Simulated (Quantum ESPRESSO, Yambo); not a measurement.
# CdF2 (Fm-3m): G0W0 in Yambo against the bands

Aim: move the bands of a G0W0 run on CdF2 (Fm-3m) over a wide range.

Method: PBE and many-body steps on it, plane waves, in Yambo 5.3.0.

Most raw output is cut from this account.

**1. The starting structure**

The structure is cubic, space group Fm-3m (No. 225). Conventional cell: a = 5.388 Å, b = 5.388 Å, c = 5.388 Å, α = 90.00°, β = 90.00°, γ = 90.00°. Cd has 8 F at 2.33 Å nearest. Nearest to F lie 4 Cd at 2.33 Å. Farther neighbours and most contacts between anions are not listed.

Coordinates:

```cif
data_structure
_symmetry_space_group_name_H-M 'P 1'
_symmetry_Int_Tables_number 1
_cell_length_a 3.8099
_cell_length_b 3.8099
_cell_length_c 3.8099
_cell_angle_alpha 60.000
_cell_angle_beta 60.000
_cell_angle_gamma 60.000
_cell_volume 39.10
loop_
_atom_site_label
_atom_site_type_symbol
_atom_site_fract_x
_atom_site_fract_y
_atom_site_fract_z
_atom_site_occupancy
Cd1 Cd 0.00000 0.00000 0.00000 1
F2 F 0.25000 0.25000 0.25000 1
F3 F 0.75000 0.75000 0.75000 1
```

The cell and positions come from the Crystallography Open Database and are kept as given unless a step says otherwise.

**2. 43 bands**

This step: Yambo 5.3.0; G0W0 on PBE, plane waves, norm-conserving pseudopotentials.

G0W0 replaces the xc potential by the self-energy, built once from these orbitals. Only a window of levels is corrected, while the sums run over the empty bands that the input names.

Input file gw1.in:

```
HF_and_locXC
gw0
dyson
ppa
em1d
rim_cut
RandQpts= 1000000
RandGvec= 1 RL
EXXRLvcs= 94 Ry
VXCRLvcs= 376 Ry
Chimod= "HARTREE"
% BndsRnXp
 1 | 43 |
%
NGsBlkXp= 15.5 Ry
% LongDrXp
 1 | 1 | 1 |
%
% GbndRnge
 1 | 43 |
%
DysSolver= "n"
ExtendOut
PPAPntXp= 27.21138 eV
% QPkrange
 8 | 8 | 16 | 19 |
 1 | 1 | 16 | 19 |
%
```

The run is started by

```console
OMP_NUM_THREADS=1 mpirun -n 8 yambo -F gw1.in -J gw1 -C gw1 > gw1.log
```

It took 24 s on 8 MPI ranks of Arm Neoverse V2, shared host; peak memory 3.4 GiB; 3 min of CPU time.

This step gave:

```yaml
g0w0_gap_on_the_points_computed: 5.562 eV
starting_gap_on_the_mesh: 3.124 eV
k_of_the_valence_top: 0.25, -0.5, -0.25
k_of_the_conduction_bottom: 0, 0, 0
least_direct_g0w0_gap_on_the_computed_points: 6.348 eV
z_at_the_valence_top: 0.7903
z_at_the_conduction_bottom: 0.8704
```

The gap on the mesh goes from 3.12 eV to 5.56 eV, a correction of +2.44 eV.

**3. 74 bands**

gw2.in, as its differences from gw1.in of step 2:

```diff
@@ -12,3 +12,3 @@
 % BndsRnXp
- 1 | 43 |
+ 1 | 74 |
 %
@@ -19,3 +19,3 @@
 % GbndRnge
- 1 | 43 |
+ 1 | 74 |
 %
```

The run is started by

```console
OMP_NUM_THREADS=1 mpirun -n 8 yambo -F gw2.in -J gw2 -C gw2 > gw2.log
```

It took 40 s on 8 MPI ranks; peak memory 3.4 GiB; 5.2 min of CPU time.

Numbers from this step:

```yaml
g0w0_gap_on_the_points_computed: 5.339 eV
starting_gap_on_the_mesh: 3.124 eV
k_of_the_valence_top: 0.25, -0.5, -0.25
k_of_the_conduction_bottom: 0, 0, 0
least_direct_g0w0_gap_on_the_computed_points: 6.102 eV
z_at_the_valence_top: 0.7955
z_at_the_conduction_bottom: 0.8701
```

Against the run before, the gap moves by −0.223 eV.

**4. 133 bands**

gw3.in, as its differences from gw2.in of step 3:

```diff
@@ -12,3 +12,3 @@
 % BndsRnXp
- 1 | 74 |
+ 1 | 133 |
 %
@@ -19,3 +19,3 @@
 % GbndRnge
- 1 | 74 |
+ 1 | 133 |
 %
```

The run is started by

```console
OMP_NUM_THREADS=1 mpirun -n 8 yambo -F gw3.in -J gw3 -C gw3 > gw3.log
```

Elapsed: 69 s, on 8 MPI ranks; peak memory 3.4 GiB.

This step gave:

| Item | Value |
| --- | --- |
| G0W0 gap on the points computed | 5.346 eV |
| starting gap on the mesh | 3.124 eV |
| k of the valence top | 0.25, -0.5, -0.25 |
| k of the conduction bottom | 0, 0, 0 |
| least direct G0W0 gap on the computed points | 6.108 eV |

Against the run before, the gap moves by +0.007 eV.

**5. 231 bands**

gw4.in, as its differences from gw3.in of step 4:

```diff
@@ -12,3 +12,3 @@
 % BndsRnXp
- 1 | 133 |
+ 1 | 231 |
 %
@@ -19,3 +19,3 @@
 % GbndRnge
- 1 | 133 |
+ 1 | 231 |
 %
```

The run is started by

```console
OMP_NUM_THREADS=1 mpirun -n 8 yambo -F gw4.in -J gw4 -C gw4 > gw4.log
```

It took 1.9 min on 8 MPI ranks; peak memory 3.7 GiB.

Numbers from this step:

```yaml
g0w0_gap_on_the_points_computed: 5.405 eV
starting_gap_on_the_mesh: 3.124 eV
k_of_the_valence_top: 0.25, -0.5, -0.25
k_of_the_conduction_bottom: 0, 0, 0
least_direct_g0w0_gap_on_the_computed_points: 6.168 eV
```

Against the run before, the gap moves by +0.060 eV.

**6. 347 bands**

gw5.in, as its differences from gw4.in of step 5:

```diff
@@ -12,3 +12,3 @@
 % BndsRnXp
- 1 | 231 |
+ 1 | 347 |
 %
@@ -19,3 +19,3 @@
 % GbndRnge
- 1 | 231 |
+ 1 | 347 |
 %
```

The run is started by

```console
OMP_NUM_THREADS=1 mpirun -n 8 yambo -F gw5.in -J gw5 -C gw5 > gw5.log
```

The job ended after 3 min (8 MPI ranks; peak memory 4.6 GiB; 23 min of CPU time).

Numbers from this step:

* G0W0 gap on the points computed: 5.445 eV
* starting gap on the mesh: 3.124 eV
* k of the valence top: 0.25, -0.5, -0.25
* k of the conduction bottom: 0, 0, 0
* least direct G0W0 gap on the computed points: 6.209 eV

Against the run before, the gap moves by +0.040 eV.

**7. 478 bands**

gw6.in, as its differences from gw5.in of step 6:

```diff
@@ -12,3 +12,3 @@
 % BndsRnXp
- 1 | 347 |
+ 1 | 478 |
 %
@@ -19,3 +19,3 @@
 % GbndRnge
- 1 | 347 |
+ 1 | 478 |
 %
```

The run is started by

```console
OMP_NUM_THREADS=1 mpirun -n 8 yambo -F gw6.in -J gw6 -C gw6 > gw6.log
```

The job ended after 4 min (8 MPI ranks; peak memory 5.5 GiB).

This step gave:

```
G0W0 gap on the points computed              : 5.469 eV
starting gap on the mesh                     : 3.124 eV
k of the valence top                         : 0.25, -0.5, -0.25
k of the conduction bottom                   : 0, 0, 0
least direct G0W0 gap on the computed points : 6.234 eV
```

Against the run before, the gap moves by +0.024 eV.

**8. The runs together**

Times are wall times on 8 MPI ranks of Arm Neoverse V2, shared host, good to a factor of about two.

| run | mesh | bands | screening cutoff (eV) | DFT gap (eV) | gap on the mesh (eV) | direct (eV) | time |
| --- | --- | --- | --- | --- | --- | --- | --- |
| 43 bands | 4×4×4 | 43 | 210.9 | 3.124 | 5.562 | 6.348 | 24 s |
| 74 bands | 4×4×4 | 74 | 210.9 | 3.124 | 5.339 | 6.102 | 40 s |
| 133 bands | 4×4×4 | 133 | 210.9 | 3.124 | 5.346 | 6.108 | 69 s |
| 231 bands | 4×4×4 | 231 | 210.9 | 3.124 | 5.405 | 6.168 | 1.9 min |
| 347 bands | 4×4×4 | 347 | 210.9 | 3.124 | 5.445 | 6.209 | 3 min |
| 478 bands | 4×4×4 | 478 | 210.9 | 3.124 | 5.469 | 6.234 | 4 min |

**9. Outcome**

* 43 bands: 5.562 eV
* 74 bands: 5.339 eV
* 133 bands: 5.346 eV
* 231 bands: 5.405 eV
* 347 bands: 5.445 eV
* 478 bands: 5.469 eV
* known limits: not at the basis limit; d shell near the gap, gap tends to lie low; no spin-orbit coupling; coarse k mesh

In words: The setting moved: bands. From 43 bands to 478 bands the gap moves by −0.09 eV, for 10 times the time, not steadily: it passes through 5.34 eV. The last step still moves it by +0.024 eV. Bands and screening cutoff are coupled, so a series along one setting does not show full convergence. Bands and cutoff are finite, so the gap is not at the basis limit. The miss can reach some tenths of an eV and take either sign; the mesh is an error of its own. In the G0W0 runs levels were corrected at 2 k points alone, so a gap called «on the mesh» is the least over those, and an edge elsewhere would be missed. The 4×4×4 mesh is coarse for this cell, which bears on the long-range parts of exchange and screening. A d shell, filled or nearly so, lies near the gap. One-shot GW converges very slowly in bands there, not always from below, and on a semilocal start the gap tends to come out low; starts rich in exact exchange can overshoot instead. The many-body steps are scalar-relativistic: spin-orbit coupling is not in them.

[Paths, hosts, dates, memory and timing lines, banners, echoed tables and standing remarks are left out of the program output.]

[Logs are printed without paths, hosts, clocks, repeated set-up lines and the standing remarks that a program may print on its own settings, such as how far it seeks lower states.]

[Runs of the session that timed out or met a known fault of the program may be left out.]

[Hosts, paths, dates, database ids (printed as entryN), source tags and the programs' standing remarks are cut or masked in the printed files.]
